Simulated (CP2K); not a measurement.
Silylacetaldehyde has these distinct C atoms: C2 (bonded to C, O and H) and C3 (bonded to C, Si and 2 H).

```xyz
10

O     2.2719   -0.7002   -0.4550
C     1.5255    0.1055    0.0824
C     0.2057   -0.2382    0.7003
Si   -1.2217    0.0727   -0.5184
H     1.7991    1.1901    0.1119
H     0.0187    0.3970    1.5796
H     0.1853   -1.2980    0.9890
H    -1.0840   -0.8296   -1.6920
H    -1.1894    1.4901   -0.9763
H    -2.5110   -0.1894    0.1786
```

Their partial C K spectra (CP2K XAS_TDP, all-electron GAPW, PBEh(45%), aug-pc-1, TDA, GW2X-corrected core level, no relativity) are given in random order, each times the number of alike atoms.

Gaussian full width 0.5 eV, oscillator strength per eV, alike atoms added, rows of zeros left out:

| E (eV) | curve 1 | curve 2 |
| --- | --- | --- |
| 287.50 | 0.000 | 0.002 |
| 287.75 | 0.001 | 0.031 |
| 288.00 | 0.001 | 0.114 |
| 288.25 | 0.000 | 0.108 |
| 288.50 | 0.000 | 0.026 |
| 288.75 | 0.004 | 0.002 |
| 289.00 | 0.015 | 0.000 |
| 289.25 | 0.020 | 0.000 |
| 289.50 | 0.037 | 0.000 |
| 289.75 | 0.072 | 0.000 |
| 290.00 | 0.056 | 0.000 |
| 290.25 | 0.021 | 0.000 |
| 290.50 | 0.018 | 0.000 |
| 290.75 | 0.017 | 0.000 |
| 291.00 | 0.007 | 0.000 |
| 291.25 | 0.008 | 0.000 |
| 291.50 | 0.014 | 0.000 |
| 291.75 | 0.022 | 0.000 |
| 292.00 | 0.029 | 0.000 |
| 292.25 | 0.028 | 0.000 |
| 292.50 | 0.021 | 0.005 |
| 292.75 | 0.013 | 0.021 |
| 293.00 | 0.010 | 0.023 |
| 293.25 | 0.008 | 0.007 |
| 293.50 | 0.005 | 0.004 |
| 293.75 | 0.006 | 0.007 |
| 294.00 | 0.011 | 0.009 |
| 294.25 | 0.026 | 0.011 |
| 294.50 | 0.037 | 0.009 |
| 294.75 | 0.030 | 0.015 |
| 295.00 | 0.022 | 0.023 |
| 295.25 | 0.008 | 0.023 |

Q: Which curve belongs to which atom?

Curve 1: C3 (bonded to C, Si and 2 H), leading line at 289.12 eV (f = 0.010 an atom), ionisation energy 291.62 eV, term value 2.50 eV. Curve 2: C2 (bonded to C, O and H), leading line at 288.12 eV (f = 0.070 an atom), ionisation energy 295.11 eV, term value 6.99 eV. The leading line of an atom is its first one with 35 % of the strongest within 2.5 eV of its lowest line over the strength cut. A line lies at the core ionisation energy, which rises as an atom loses charge to its neighbours or to a π system, less the term value, which is large for a low π* or σ* orbital with weight on that atom.

[Banner, clock and machine lines of the logs are left out without a mark of their own.]

[Logs are printed without paths, hosts, clocks, repeated set-up lines and the standing remarks that a program may print on its own settings, such as how far it seeks lower states.]

[Hosts, paths, dates, database ids (printed as entryN), source tags and the programs' standing remarks are cut or masked in the printed files.]
